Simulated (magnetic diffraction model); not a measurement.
## Na3DyBi2S8: what an assumed order does to the neutron pattern

Space group C2/c (no. 15), a = 10.0110 Å, b = 18.4600 Å, c = 8.8080 Å, β = 117.52°.

```
site  atom       x       y       z
  8f    Bi  0.7202  0.6240  0.1002
  4e    Dy       0  0.7580     1/4
  8f     S  0.1783  0.6764  0.1620
  8f     S  0.7563  0.5083  0.1236
  8f     S  0.0123  0.8558  0.0166
  8f     S  0.7061  0.8263  0.0606
  4e    Na     1/2  0.5027     1/4
  4b    Na     1/2       0       0
  4e    Na       0  0.7378     3/4
```

The compound is invented for this exercise: a known structure type with other elements, its cell scaled to their sizes and not relaxed.

Only Dy is taken to order (form factors of Dy3+); orders and moment sizes are assumed, and not adapted to the symmetry. Radiation: neutrons of λ = 2.41 Å (absorption by Dy left out), 3° to 40°; isotropic B of 0.24 Å² (Bi), 0.28 Å² (Dy), 0.44 Å² (S) and 0.38 Å² (Na). The intensities are simulated: I ∝ L Σ (|F_N|² + |F_M⊥|²) for unpolarised neutrons, with F_M = 2.695 fm/μB × Σ f(s) S exp(2πi Q·r) exp(−B s²) at Q = H ± k (one set where k and −k are equivalent), only the part normal to Q counting and L = 1/(sin²θ cos θ). For collinear order S is the moment m, which repeats by lattice and centring translations R with the sign exp(−2πi k·R). Form factors are spin-only for 3d ions and dipole or tabulated for f ions, scattering lengths are Sears's of 1992, and absorption is left out. A label names one of the reflections at its angle. The strongest nuclear line in the range is 100, and lines under 0.2 are left out.

Assume the order k = (0 0 0), collinear moments along [100], 8.9 μB on Dy; signs + at (0, 0.7580, 1/4), + at (1/2, 0.7420, 3/4).

Q: Where does magnetic intensity appear, and how strong is it?

```tsv
2θ (°)	index	nuclear	magnetic
15.00	(0 2 0)	29.2	69.0
17.32	(1 1 0)	3.5	0.1
18.96	(1 1 -1)	100.0	40.3
23.32	(0 2 1)	10.3	0.6
27.57	(1 3 0)	2.2	0.7
28.65	(1 3 -1)	1.6	27.6
29.73	(1 1 1)	0.3	26.6
30.27	(0 4 0)	1.7	15.8
31.50	(2 0 0)	0.4	3.2
31.97	(2 2 -1)	16.9	0.1
32.69	(1 1 -2)	5.0	0.1
35.06	(2 2 0)	11.5	8.6
35.21	(2 0 -2)	2.5	4.4
35.31	(0 4 1)	0.6	0.9
35.94	(0 0 2)	1.5	11.5
36.85	(1 3 1)	27.1	18.1
38.47	(2 2 -2)	10.4	9.1
39.15	(0 2 2)	13.4	18.9
39.33	(1 3 -2)	2.9	0.4
```

The strongest magnetic line in the range is (0 2 0) at 15.00° (69.0). On top of the Lorentz factor, which all lines share, magnetic lines fade with angle because f falls: for Dy3+ it is 0.96, 0.84, 0.69 and 0.41 at sin θ/λ = 0.1, 0.2, 0.3 and 0.5 Å⁻¹, while nuclear lengths stay constant. The net moment is 17.80 μB a primitive cell.

[Logs are printed without paths, hosts, clocks, repeated set-up lines and the standing remarks that a program may print on its own settings, such as how far it seeks lower states.]
